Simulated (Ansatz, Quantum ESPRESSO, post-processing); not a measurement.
# Ballistic transmission: 1 layers of Ni in Li(100), on the host's sites, part 2 of 4

Wanted: the transmission near the Fermi level and the conductance of this junction: 1 layers of Ni in Li(100), on the host's sites.

Quantum ESPRESSO 7.5; plane-wave DFT, LDA, GBRV ultrasoft pseudopotentials; cross-check by Ansatz 0.2.0 with PAW datasets.

So far. Step 2 (Self-consistent run): The run needed 61 iterations to bring the estimated error under 1e-07 Ry; the largest force on any atom, held or free, is 0.39 eV/Å. The starting moments died out.

### Step 3. The open system, spin up

Level of this step: transmission by pwcond, lead and junction from one cell; plane-wave DFT, LDA, GBRV ultrasoft pseudopotentials (Quantum ESPRESSO).

prefixt takes both regions from one run: the lead from 0 to bdl, the scattering region from bdl to bds (units of alat). ikind = 1 puts the same lead on both sides. The program's T_tot counts both spins in a run without spin; the tables below give T per spin.

The input, cond_up.in:

```
&inputcond
  outdir = './out'
  prefixt = 'scf'
  tran_file = 'cond_up.dat'
  bdl = 2.0000000000
  bds = 8.7678506308
  ikind = 1
  ewind = 4.0
  epsproj = 1e-05
  nz1 = 7
  iofspin = 1
  energy0 = 0.4
  denergy = -0.4
/
15
  0.00000000 0.00000000 0.01562500
  0.00000000 0.12500000 0.06250000
  0.00000000 0.25000000 0.06250000
  0.00000000 0.37500000 0.06250000
  0.00000000 0.50000000 0.03125000
  0.12500000 0.12500000 0.06250000
  0.12500000 0.25000000 0.12500000
  0.12500000 0.37500000 0.12500000
  0.12500000 0.50000000 0.06250000
  0.25000000 0.25000000 0.06250000
  0.25000000 0.37500000 0.12500000
  0.25000000 0.50000000 0.06250000
  0.37500000 0.37500000 0.06250000
  0.37500000 0.50000000 0.06250000
  0.50000000 0.50000000 0.01562500
3
```

Run with:

```
OMP_NUM_THREADS=1 mpirun -n 2 pwcond.x -in cond_up.in > cond_up.out
```

Log:

```text
[banner, memory and clock lines left out]
Program PWCOND v.7.5 starts

          URL

     ./out/scf.save/

     IMPORTANT: XC functional enforced from input :
     Exchange-correlation= PZ
                           (   1   1   0   0   0   0   0)
     Any further DFT definition will be discarded
     Please, verify this is what you really want

     Check: negative core charge=   -0.000003
     Reading collected, re-writing distributed wavefunctions

===== INPUT FILE containing all the regions =====

     GEOMETRY:

     lattice parameter (alat)  =       6.5007  a.u.
     the volume                =    2408.6022 (a.u.)^3
     the cross section         =      42.2586 (a.u.)^2
     l of the unit cell        =       8.7679 (alat)
     number of atoms/cell      =           18
     number of atomic types    =            2

     crystal axes: (cart. coord. in units of alat)
               a(1) = (  1.0000  0.0000  0.0000 )
               a(2) = (  0.0000  1.0000  0.0000 )
               a(3) = (  0.0000  0.0000  8.7679 )

   Cartesian axes

     site n.     atom                  positions (alat units)
          1        Li     tau(  1)=(  0.0000  0.0000  8.7679  )
          2        Li     tau(  2)=(  0.5000  0.5000  0.5000  )
          3        Li     tau(  3)=(  0.0000  0.0000  1.0000  )
          4        Li     tau(  4)=(  0.5000  0.5000  1.5000  )
          5        Li     tau(  5)=(  0.0000  0.0000  2.0000  )
          6        Li     tau(  6)=(  0.5000  0.5000  2.5000  )
          7        Li     tau(  7)=(  0.0000  0.0000  3.0000  )
          8        Li     tau(  8)=(  0.5000  0.5000  3.5000  )
          9        Ni     tau(  9)=(  0.0000  0.0000  3.8839  )
         10        Li     tau( 10)=(  0.5000  0.5000  4.2679  )
         11        Li     tau( 11)=(  0.0000  0.0000  4.7679  )
         12        Li     tau( 12)=(  0.5000  0.5000  5.2679  )
         13        Li     tau( 13)=(  0.0000  0.0000  5.7679  )
         14        Li     tau( 14)=(  0.5000  0.5000  6.2679  )
         15        Li     tau( 15)=(  0.0000  0.0000  6.7679  )
         16        Li     tau( 16)=(  0.5000  0.5000  7.2679  )
         17        Li     tau( 17)=(  0.0000  0.0000  7.7679  )
         18        Li     tau( 18)=(  0.5000  0.5000  8.2679  )

     nr1s                      =           27
     nr2s                      =           27
     nr3s                      =          240
     nr1sx                     =           27
     nr2sx                     =           27
     nr3sx                     =          240
     nr1                       =           30
     nr2                       =           30
     nr3                       =          270
     nr1x                      =           30
     nr2x                      =           30
     nr3x                      =          270

 _______________________________
  Radii of nonlocal spheres:

     type       ibeta     ang. mom.          radius (alat units)
       Li         1         0                    0.3102
       Li         2         0                    0.3102
       Li         3         0                    0.3102
       Li         4         1                    0.3102
       Li         5         1                    0.3102
       Ni         1         0                    0.2406
       Ni         2         0                    0.2406
       Ni         3         1                    0.2406
       Ni         4         1                    0.2406
       Ni         5         2                    0.2406
       Ni         6         2                    0.2406
----- General information -----

--- T calc. with identical leads (ikind=1) ---

         LSDA calculations, spin index =     1

     nrx                       =           27
     nry                       =           27
     nz1                       =            7

     energy0               =         4.0E-01
     denergy               =        -4.0E-01
     nenergy               =          3
     ecut2d                =         4.0E+01
     ewind                 =         4.0E+00
     epsproj               =         1.0E-05

     number of k_|| points=   15
                       cryst. coord.
        k(    1) = (   0.0000000   0.0000000), wk =   0.0156250
        k(    2) = (   0.0000000   0.1250000), wk =   0.0625000
        k(    3) = (   0.0000000   0.2500000), wk =   0.0625000
        k(    4) = (   0.0000000   0.3750000), wk =   0.0625000
        k(    5) = (   0.0000000   0.5000000), wk =   0.0312500
        k(    6) = (   0.1250000   0.1250000), wk =   0.0625000
        k(    7) = (   0.1250000   0.2500000), wk =   0.1250000
        k(    8) = (   0.1250000   0.3750000), wk =   0.1250000
        k(    9) = (   0.1250000   0.5000000), wk =   0.0625000
        k(   10) = (   0.2500000   0.2500000), wk =   0.0625000
        k(   11) = (   0.2500000   0.3750000), wk =   0.1250000
        k(   12) = (   0.2500000   0.5000000), wk =   0.0625000
        k(   13) = (   0.3750000   0.3750000), wk =   0.0625000
        k(   14) = (   0.3750000   0.5000000), wk =   0.0625000
        k(   15) = (   0.5000000   0.5000000), wk =   0.0156250
----- Information about left/right lead -----

     nocros                   =            9
     noins                    =           27
     norb                     =           45
     norbf                    =          144
     nrz                      =           55

      iorb      type   ibeta   ang. mom.   m       position (alat)
        1        1       1        0        1   taunew(   1)=(  0.0000  0.0000  0.0000)
        2        1       2        0        1   taunew(   2)=(  0.0000  0.0000  0.0000)
        3        1       3        0        1   taunew(   3)=(  0.0000  0.0000  0.0000)
        4        1       4        1        1   taunew(   4)=(  0.0000  0.0000  0.0000)
        5        1       4        1        2   taunew(   5)=(  0.0000  0.0000  0.0000)
        6        1       4        1        3   taunew(   6)=(  0.0000  0.0000  0.0000)
        7        1       5        1        1   taunew(   7)=(  0.0000  0.0000  0.0000)
        8        1       5        1        2   taunew(   8)=(  0.0000  0.0000  0.0000)
        9        1       5        1        3   taunew(   9)=(  0.0000  0.0000  0.0000)
       10        1       1        0        1   taunew(  10)=(  0.5000  0.5000  0.5000)
       11        1       2        0        1   taunew(  11)=(  0.5000  0.5000  0.5000)
       12        1       3        0        1   taunew(  12)=(  0.5000  0.5000  0.5000)
       13        1       4        1        1   taunew(  13)=(  0.5000  0.5000  0.5000)
       14        1       4        1        2   taunew(  14)=(  0.5000  0.5000  0.5000)
[...]
92        1       2        0        1   taunew(  92)=(  0.5000  0.5000  4.2679)
       93        1       3        0        1   taunew(  93)=(  0.5000  0.5000  4.2679)
       94        1       4        1        1   taunew(  94)=(  0.5000  0.5000  4.2679)
       95        1       4        1        2   taunew(  95)=(  0.5000  0.5000  4.2679)
       96        1       4        1        3   taunew(  96)=(  0.5000  0.5000  4.2679)
       97        1       5        1        1   taunew(  97)=(  0.5000  0.5000  4.2679)
       98        1       5        1        2   taunew(  98)=(  0.5000  0.5000  4.2679)
       99        1       5        1        3   taunew(  99)=(  0.5000  0.5000  4.2679)
      100        1       1        0        1   taunew( 100)=(  0.0000  0.0000  4.7679)
      101        1       2        0        1   taunew( 101)=(  0.0000  0.0000  4.7679)
      102        1       3        0        1   taunew( 102)=(  0.0000  0.0000  4.7679)
      103        1       4        1        1   taunew( 103)=(  0.0000  0.0000  4.7679)
      104        1       4        1        2   taunew( 104)=(  0.0000  0.0000  4.7679)
      105        1       4        1        3   taunew( 105)=(  0.0000  0.0000  4.7679)
      106        1       5        1        1   taunew( 106)=(  0.0000  0.0000  4.7679)
      107        1       5        1        2   taunew( 107)=(  0.0000  0.0000  4.7679)
      108        1       5        1        3   taunew( 108)=(  0.0000  0.0000  4.7679)
      109        1       1        0        1   taunew( 109)=(  0.5000  0.5000  5.2679)
      110        1       2        0        1   taunew( 110)=(  0.5000  0.5000  5.2679)
      111        1       3        0        1   taunew( 111)=(  0.5000  0.5000  5.2679)
      112        1       4        1        1   taunew( 112)=(  0.5000  0.5000  5.2679)
      113        1       4        1        2   taunew( 113)=(  0.5000  0.5000  5.2679)
      114        1       4        1        3   taunew( 114)=(  0.5000  0.5000  5.2679)
      115        1       5        1        1   taunew( 115)=(  0.5000  0.5000  5.2679)
      116        1       5        1        2   taunew( 116)=(  0.5000  0.5000  5.2679)
      117        1       5        1        3   taunew( 117)=(  0.5000  0.5000  5.2679)
      118        1       1        0        1   taunew( 118)=(  0.0000  0.0000  5.7679)
      119        1       2        0        1   taunew( 119)=(  0.0000  0.0000  5.7679)
      120        1       3        0        1   taunew( 120)=(  0.0000  0.0000  5.7679)
      121        1       4        1        1   taunew( 121)=(  0.0000  0.0000  5.7679)
      122        1       4        1        2   taunew( 122)=(  0.0000  0.0000  5.7679)
      123        1       4        1        3   taunew( 123)=(  0.0000  0.0000  5.7679)
      124        1       5        1        1   taunew( 124)=(  0.0000  0.0000  5.7679)
      125        1       5        1        2   taunew( 125)=(  0.0000  0.0000  5.7679)
      126        1       5        1        3   taunew( 126)=(  0.0000  0.0000  5.7679)
      127        1       1        0        1   taunew( 127)=(  0.5000  0.5000  6.2679)
      128        1       2        0        1   taunew( 128)=(  0.5000  0.5000  6.2679)
      129        1       3        0        1   taunew( 129)=(  0.5000  0.5000  6.2679)
      130        1       4        1        1   taunew( 130)=(  0.5000  0.5000  6.2679)
      131        1       4        1        2   taunew( 131)=(  0.5000  0.5000  6.2679)
      132        1       4        1        3   taunew( 132)=(  0.5000  0.5000  6.2679)
      133        1       5        1        1   taunew( 133)=(  0.5000  0.5000  6.2679)
      134        1       5        1        2   taunew( 134)=(  0.5000  0.5000  6.2679)
      135        1       5        1        3   taunew( 135)=(  0.5000  0.5000  6.2679)
      136        1       1        0        1   taunew( 136)=(  0.0000  0.0000  6.7679)
      137        1       2        0        1   taunew( 137)=(  0.0000  0.0000  6.7679)
      138        1       3        0        1   taunew( 138)=(  0.0000  0.0000  6.7679)
      139        1       4        1        1   taunew( 139)=(  0.0000  0.0000  6.7679)
      140        1       4        1        2   taunew( 140)=(  0.0000  0.0000  6.7679)
      141        1       4        1        3   taunew( 141)=(  0.0000  0.0000  6.7679)
      142        1       5        1        1   taunew( 142)=(  0.0000  0.0000  6.7679)
      143        1       5        1        2   taunew( 143)=(  0.0000  0.0000  6.7679)
      144        1       5        1        3   taunew( 144)=(  0.0000  0.0000  6.7679)
 ngper, shell number =          137          22
 ngper, n2d =          137          67
---  E-Ef =    0.4000000  k =    0.0000000   0.0000000
---  ie =          1  ik =          1
 Nchannels of the left tip =            1
 Right moving states:
   k1(2pi/a)   k2(2pi/a)   E-Ef (eV)
   0.2751879   0.0000019   0.4000000
 Left moving states:
   k1(2pi/a)   k2(2pi/a)   E-Ef (eV)
  -0.2751879   0.0000019   0.4000000

 to transmit
 Band j to band i transmissions and reflections:
    j         i     |T_ij|^2    |R_ij|^2

    1 -->     1     0.94953     0.05047
   Total T_j, R_j =    0.94953  0.05047

          E-Ef(ev), T =    0.4000000   0.9495310
---  E-Ef =    0.0000000  k =    0.0000000   0.0000000
---  ie =          2  ik =          1
 Nchannels of the left tip =            1
 Right moving states:
   k1(2pi/a)   k2(2pi/a)   E-Ef (eV)
   0.2097452   0.0000021   0.0000000
 Left moving states:
   k1(2pi/a)   k2(2pi/a)   E-Ef (eV)
  -0.2097452   0.0000021   0.0000000

 to transmit
 Band j to band i transmissions and reflections:
    j         i     |T_ij|^2    |R_ij|^2

    1 -->     1     0.92435     0.07565
   Total T_j, R_j =    0.92435  0.07565

          E-Ef(ev), T =    0.0000000   0.9243525
---  E-Ef =   -0.4000000  k =    0.0000000   0.0000000
---  ie =          3  ik =          1
 Nchannels of the left tip =            1
 Right moving states:
   k1(2pi/a)   k2(2pi/a)   E-Ef (eV)
   0.1402957   0.0000023  -0.4000000
 Left moving states:
   k1(2pi/a)   k2(2pi/a)   E-Ef (eV)
  -0.1402957   0.0000023  -0.4000000

 to transmit
 Band j to band i transmissions and reflections:
    j         i     |T_ij|^2    |R_ij|^2

    1 -->     1     0.84635     0.15365
   Total T_j, R_j =    0.84635  0.15365

          E-Ef(ev), T =   -0.4000000   0.8463458
 ngper, shell number =          137          68
 ngper, n2d =          137          68
[... further energies and points left out ...]
---  E-Ef =    0.4000000  k =    0.5000000   0.5000000
---  ie =          1  ik =         15
 Nchannels of the left tip =            2
 Right moving states:
   k1(2pi/a)   k2(2pi/a)   E-Ef (eV)
   0.2366520  -0.0000003   0.4000000
   0.2366520  -0.0000003   0.4000000
 Left moving states:
   k1(2pi/a)   k2(2pi/a)   E-Ef (eV)
  -0.2366520  -0.0000003   0.4000000
  -0.2366520  -0.0000003   0.4000000

 to transmit
 Band j to band i transmissions and reflections:
    j         i     |T_ij|^2    |R_ij|^2

    1 -->     1     0.75066     0.00000
    1 -->     2     0.00000     0.24934
   Total T_j, R_j =    0.75066  0.24934

    2 -->     1     0.00000     0.24934
    2 -->     2     0.75066     0.00000
   Total T_j, R_j =    0.75066  0.24934

          E-Ef(ev), T =    0.4000000   1.5013150
---  E-Ef =    0.0000000  k =    0.5000000   0.5000000
---  ie =          2  ik =         15
 Nchannels of the left tip =            0
 Right moving states:
   k1(2pi/a)   k2(2pi/a)   E-Ef (eV)
 Left moving states:
   k1(2pi/a)   k2(2pi/a)   E-Ef (eV)

 to transmit
          E-Ef(ev), T =    0.0000000   0.0000000
---  E-Ef =   -0.4000000  k =    0.5000000   0.5000000
---  ie =          3  ik =         15
 Nchannels of the left tip =            0
 Right moving states:
   k1(2pi/a)   k2(2pi/a)   E-Ef (eV)
 Left moving states:
   k1(2pi/a)   k2(2pi/a)   E-Ef (eV)

 to transmit
          E-Ef(ev), T =   -0.4000000   0.0000000
   T_tot     0.40000      0.81334E+00
   T_tot     0.00000      0.76762E+00
   T_tot    -0.40000      0.50285E+00

Note: The following floating-point exceptions are signalling: IEEE_UNDERFLOW_FLAG
Note: The following floating-point exceptions are signalling: IEEE_UNDERFLOW_FLAG
```

Run time: 2 min. Hardware: 2 MPI ranks of Arm Neoverse N1, shared host; peak memory 0.21 GiB; 4.1 min of CPU time.

Read from the output:

```
lead channels, spin up                   : 1.203
transmission at the Fermi level, spin up : 0.7676
```

Per spin; mean over the k mesh across the current. Open channels, zone mean, up against energy, zero at the Fermi level:

```csv
energy (eV),"open channels, zone mean, up"
-0.400,1.08
0.000,1.20
0.400,1.36
```

Per spin; mean over the k mesh across the current. Transmission, zone mean, up against energy, zero at the Fermi level:

```
energy (eV)  transmission, zone mean, up
     -0.400                        0.503
      0.000                        0.768
      0.400                        0.813
```

At 0.000 eV; k in fractions of b1, b2. Transmission by k point:

| k1 | k2 | weight | t_up | channels |
| --- | --- | --- | --- | --- |
| 0 | 0 | 0.01562 | 0.9244 | 1 |
| 0 | 0.125 | 0.0625 | 0.9669 | 1 |
| 0 | 0.25 | 0.0625 | 0.9941 | 1 |
| 0 | 0.375 | 0.0625 | 0.7522 | 1 |
| 0 | 0.5 | 0.03125 | 0.8248 | 2 |
| 0.125 | 0.125 | 0.0625 | 0.9963 | 1 |
| 0.125 | 0.25 | 0.125 | 0.9317 | 1 |
| 0.125 | 0.375 | 0.125 | 0.5839 | 1 |
| 0.125 | 0.5 | 0.0625 | 0.9083 | 2 |
| 0.25 | 0.25 | 0.0625 | 0.595 | 1 |
| 0.25 | 0.375 | 0.125 | 0.2914 | 1 |
| 0.25 | 0.5 | 0.0625 | 1.155 | 2 |
| 0.375 | 0.375 | 0.0625 | 0.2262 | 1 |
| 0.375 | 0.5 | 0.0625 | 1.431 | 2 |
| 0.5 | 0.5 | 0.01562 | 0 | 0 |

At no point does T exceed the number of channels.

### Step 4. The open system, spin down

cond_dn.in, as its differences from the input of step 3:

```diff
@@ -3,3 +3,3 @@
   prefixt = 'scf'
-  tran_file = 'cond_up.dat'
+  tran_file = 'cond_dn.dat'
   bdl = 2.0000000000
@@ -10,3 +10,3 @@
   nz1 = 7
-  iofspin = 1
+  iofspin = 2
   energy0 = 0.4
```

Run with:

```
OMP_NUM_THREADS=1 mpirun -n 2 pwcond.x -in cond_dn.in > cond_dn.out
```

Log:

```text
[banner, memory and clock lines left out]
Program PWCOND v.7.5 starts
[citation notice left out]

[...]
./out/scf.save/

     IMPORTANT: XC functional enforced from input :
     Exchange-correlation= PZ
                           (   1   1   0   0   0   0   0)
     Any further DFT definition will be discarded
     Please, verify this is what you really want

     Check: negative core charge=   -0.000003
     Reading collected, re-writing distributed wavefunctions

===== INPUT FILE containing all the regions =====

     GEOMETRY:

[...]
Nchannels of the left tip =            0
 Right moving states:
   k1(2pi/a)   k2(2pi/a)   E-Ef (eV)
 Left moving states:
   k1(2pi/a)   k2(2pi/a)   E-Ef (eV)

 to transmit
          E-Ef(ev), T =    0.0000000   0.0000000
---  E-Ef =   -0.4000000  k =    0.5000000   0.5000000
---  ie =          3  ik =         15
 Nchannels of the left tip =            0
 Right moving states:
   k1(2pi/a)   k2(2pi/a)   E-Ef (eV)
 Left moving states:
   k1(2pi/a)   k2(2pi/a)   E-Ef (eV)

 to transmit
          E-Ef(ev), T =   -0.4000000   0.0000000
   T_tot     0.40000      0.81350E+00
   T_tot     0.00000      0.76317E+00
   T_tot    -0.40000      0.50119E+00

[...]
```

Wall time 2 min (2 MPI ranks); peak memory 0.21 GiB; 4 min of CPU time.

Read from the output:

| Property | Result |
| --- | --- |
| lead channels, spin down | 1.203 |
| transmission at the Fermi level, spin down | 0.7632 |

Per spin; mean over the k mesh across the current. Open channels, zone mean, down against energy, zero at the Fermi level:

```csv
energy (eV),"open channels, zone mean, down"
-0.400,1.08
0.000,1.20
0.400,1.36
```

Per spin; mean over the k mesh across the current. Transmission, zone mean, down against energy, zero at the Fermi level:

```csv
energy (eV),"transmission, zone mean, down"
-0.400,0.501
0.000,0.763
0.400,0.813
```

At 0.000 eV; k in fractions of b1, b2. Transmission by k point:

```
   k1     k2   weight    t_dn  channels
    0      0  0.01562  0.9236         1
    0  0.125   0.0625  0.9665         1
    0   0.25   0.0625  0.9942         1
    0  0.375   0.0625  0.7528         1
    0    0.5  0.03125  0.8228         2
0.125  0.125   0.0625  0.9962         1
0.125   0.25    0.125  0.9317         1
0.125  0.375    0.125  0.5833         1
0.125    0.5   0.0625  0.9005         2
 0.25   0.25   0.0625  0.5939         1
 0.25  0.375    0.125  0.2904         1
 0.25    0.5   0.0625   1.129         2
0.375  0.375   0.0625  0.2255         1
0.375    0.5   0.0625   1.399         2
  0.5    0.5  0.01562       0         0
```

### Step 5. Both spins together

Numbers from this step:

* conductance: 0.7654 G₀
* spin polarisation: 0.002912

Per spin; mean over the k mesh across the current. Table of transmission, zone mean by energy, zero at the Fermi level:

```csv
energy (eV),up,down
-0.400,0.503,0.501
0.000,0.768,0.763
0.400,0.813,0.813
```

[end of part 2 of 4]

[Logs are printed without paths, hosts, clocks, repeated set-up lines and the standing remarks that a program may print on its own settings, such as how far it seeks lower states.]

[Hosts, paths, dates, database ids (printed as entryN), source tags and the programs' standing remarks are cut or masked in the printed files.]

[Maps of the electrostatic potential energy from Ansatz leave out the sawtooth potential of an applied field or a dipole correction, so their vacuum need not be flat; planar profiles and work functions include it.]
